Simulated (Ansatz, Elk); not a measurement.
# Bonding as seen by X-rays: LiMgIO, part 2 of 2

Structure refinements treat a crystal as free atoms side by side. For a made-up structure of LiMgIO (cell and positions from a PBE relaxation) the runs below show what the calculated density changes in F(hkl).

Elk 11.2.3 (patched build); all-electron DFT.

So far. Step 2 (Ground state and structure factors): The ions are Li+, Mg2+, I− and O2−, by formal charge.

The structure was built from a prototype and need not be the compound's stable phase.

## Step 4: Another functional

Level of this step: DFT, LDA (Perdew-Wang), all-electron APW+lo, Dirac cores, scalar-relativistic bands, static density, no spin (Elk).

The difference from free atoms is small, so it is set against the change that LDA (Perdew-Wang) makes.

File elk.in:

```
tasks
  0
  195

xctype
  3

spinpol
  .false.

rgkmax
  7.0

gmaxvr
  14.0

lmaxo
  7

lmaxapw
  8

swidth
  0.002

tshift
  .false.

ramdisk
  .false.

hmaxvr
  5.5

maxscl
  120

epspot
  1e-06

sppath
  './'

avec
  6.63726033156 -0.00000000000 0.00000000000
  -0.00000000000 6.63726033156 0.00000000000
  0.00000000000 0.00000000000 11.03186506902

atoms
  4
  'I.in'
  1
  -0.0000000000 0.0000000000 0.5000000000   0.000000 0.000000 0.000000
  'Mg.in'
  1
  -0.0000000000 -0.0000000000 0.0000000000   0.000000 0.000000 0.000000
  'O.in'
  1
  0.5000000000 0.5000000000 0.0000000000   0.000000 0.000000 0.000000
  'Li.in'
  1
  0.5000000000 0.5000000000 0.5000000000   0.000000 0.000000 0.000000

ngridk
  6 6 4
```

Command:

```console
$ OMP_NUM_THREADS=4 elk
```

Numbers of over 12 decimals in the logs are rounded to 6 here.

Output:

```text
┌─────────────────────────┐
│ Elk code version 11.2.3 │
└─────────────────────────┘

All units are atomic (Hartree, Bohr, etc.)

┌─────────────────────────────────────────────────┐
│ Ground-state run starting from atomic densities │
└─────────────────────────────────────────────────┘

Lattice vectors :
   6.637260332      -0.000000000       0.000000000
  -0.000000000       6.637260332       0.000000000
   0.000000000       0.000000000       11.03186507

Reciprocal lattice vectors :
  0.9466534373       0.000000000      -0.000000000
[...]
species : 2 (Mg)
   atom 1                    :    10.33477351     ( -0.1573064649E-05)
  species : 3 (O)
   atom 1                    :    7.455160681     ( -0.4514456859E-05)
  species : 4 (Li)
   atom 1                    :    2.211194282     (   0.000000000    )
 total in muffin-tins        :    71.17804532
 total calculated charge     :    75.99963809
 total charge                :    76.00000000
 error                       :   0.3619062614E-03

┌──────────────────────────────┐
│ Self-consistent loop stopped │
└──────────────────────────────┘

Warning : core states of species 1 leak from the muffin-tin :   0.2027444936E-03

Wrote STATE.OUT
[key lines of the parts left out:]
total energy                :     -7395.1249030585
```

It took 15 s on 4 threads of Arm Neoverse V1, shared host; peak memory 0.16 GiB; 39 s of CPU time.

Against the first run R = 0.06 %; the largest change is -0.041 at 220.

## Step 5: A coarser k-mesh

About half the k-points along each axis test the sampling.

elk.in, as its differences from that of step 4:

```diff
@@ -5,3 +5,3 @@
 xctype
-  3
+  20
 
@@ -64,2 +64,2 @@
 ngridk
-  6 6 4
+  3 3 2
```

Command:

```console
$ OMP_NUM_THREADS=4 elk
```

Output:

```text
┌─────────────────────────┐
│ Elk code version 11.2.3 │
└─────────────────────────┘

All units are atomic (Hartree, Bohr, etc.)

┌─────────────────────────────────────────────────┐
│ Ground-state run starting from atomic densities │
└─────────────────────────────────────────────────┘

Lattice vectors :
   6.637260332      -0.000000000       0.000000000
  -0.000000000       6.637260332       0.000000000
   0.000000000       0.000000000       11.03186507

Reciprocal lattice vectors :
  0.9466534373       0.000000000      -0.000000000
[...]
species : 2 (Mg)
   atom 1                    :    10.31953621     ( -0.9828258651E-07)
  species : 3 (O)
   atom 1                    :    7.493065074     ( -0.2727364286E-06)
  species : 4 (Li)
   atom 1                    :    2.206558679     (   0.000000000    )
 total in muffin-tins        :    71.21968735
 total calculated charge     :    75.99964242
 total charge                :    76.00000000
 error                       :   0.3575786320E-03

┌──────────────────────────────┐
│ Self-consistent loop stopped │
└──────────────────────────────┘

Warning : core states of species 1 leak from the muffin-tin :   0.2056907660E-03

Wrote STATE.OUT
[key lines of the parts left out:]
total energy                :     -7402.2544503097
```

Run time: 16 s. Hardware: 4 threads; peak memory 0.16 GiB; 26 s of CPU time.

Against the first run R = 0.01 %; the largest change is -0.025 at 200.

## Step 6: Basis size

A smaller basis shows how fast F responds to it; the change is likely larger than the basis error of the first run, but doesn't show convergence.

elk.in, as its differences from that of step 5:

```diff
@@ -11,3 +11,3 @@
 rgkmax
-  7.0
+  5.5
 
@@ -64,2 +64,2 @@
 ngridk
-  3 3 2
+  6 6 4
```

Command:

```console
$ OMP_NUM_THREADS=4 elk
```

Output:

```text
┌─────────────────────────┐
│ Elk code version 11.2.3 │
└─────────────────────────┘

All units are atomic (Hartree, Bohr, etc.)

┌─────────────────────────────────────────────────┐
│ Ground-state run starting from atomic densities │
└─────────────────────────────────────────────────┘

Lattice vectors :
   6.637260332      -0.000000000       0.000000000
  -0.000000000       6.637260332       0.000000000
   0.000000000       0.000000000       11.03186507

Reciprocal lattice vectors :
  0.9466534373       0.000000000      -0.000000000
[...]
species : 2 (Mg)
   atom 1                    :    10.31733388     ( -0.9828259095E-07)
  species : 3 (O)
   atom 1                    :    7.437019647     ( -0.2727735895E-06)
  species : 4 (Li)
   atom 1                    :    2.205643050     (   0.000000000    )
 total in muffin-tins        :    71.13814191
 total calculated charge     :    75.99956636
 total charge                :    76.00000000
 error                       :   0.4336415848E-03

┌──────────────────────────────┐
│ Self-consistent loop stopped │
└──────────────────────────────┘

Warning : core states of species 1 leak from the muffin-tin :   0.2053960323E-03

Wrote STATE.OUT
[key lines of the parts left out:]
total energy                :     -7402.2166178113
```

Elapsed: 20 s, on 4 threads; peak memory 0.16 GiB.

Against the first run R = 0.03 %; the largest change is +0.028 at 210.

## Step 7: Settings against the effect

| run | R against the first run (%) | R against neutral atoms, low angle (%) | wall time |
| --- | --- | --- | --- |
| PBE, rgkmax 7 | 0.00 | 0.43 | 24 s |
| LDA (Perdew-Wang) | 0.06 | 0.41 | 15 s |
| k-mesh 3×3×2 | 0.01 | 0.45 | 16 s |
| rgkmax 5.5 | 0.03 | 0.43 | 20 s |

## Step 8: Outcome

* R against neutral atoms, sin θ/λ < 0.3 Å⁻¹: 0.43 %
* R against neutral atoms, 0.3 to 0.83 Å⁻¹: 0.12 %
* R against ions, below 0.3 Å⁻¹: 0.41 %

Independent neutral atoms miss the calculated amplitudes by R = 0.43 % below 0.3 Å⁻¹ and 0.12 % from there to 0.83 Å⁻¹; by shells, 0.78 % below 0.15 Å⁻¹ (2 forms), 0.40 % 0.15 to 0.3 (10 forms), 0.12 % 0.3 to 0.45 (17 forms), 0.12 % above 0.45 (105 forms). Bonding, aspherical density and the tables' own atoms all enter these figures, and the runs don't part them. The largest change of an amplitude is +0.47 electrons, at 101. Formal ions give R = 0.41 % at low angle, no better and no worse than neutral atoms. The window's part falls from 12.0 electrons at the origin to at most 0.62 between 0.45 and 0.83 Å⁻¹. Below 0.3 Å⁻¹ the changes that finished (LDA (Perdew-Wang), k-mesh 3×3×2 and rgkmax 5.5) move F by R = 0.06 % at most, against the 0.43 % that separates it from free atoms. Part of the difference isn't bonding: the tables are fits to free atoms and ions calculated by other methods than this functional. Thermal motion, anomalous dispersion and extinction are left out.

[Logs are printed without paths, hosts, clocks, repeated set-up lines and the standing remarks that a program may print on its own settings, such as how far it seeks lower states.]

[Hosts, paths, dates, database ids (printed as entryN), source tags and the programs' standing remarks are cut or masked in the printed files.]
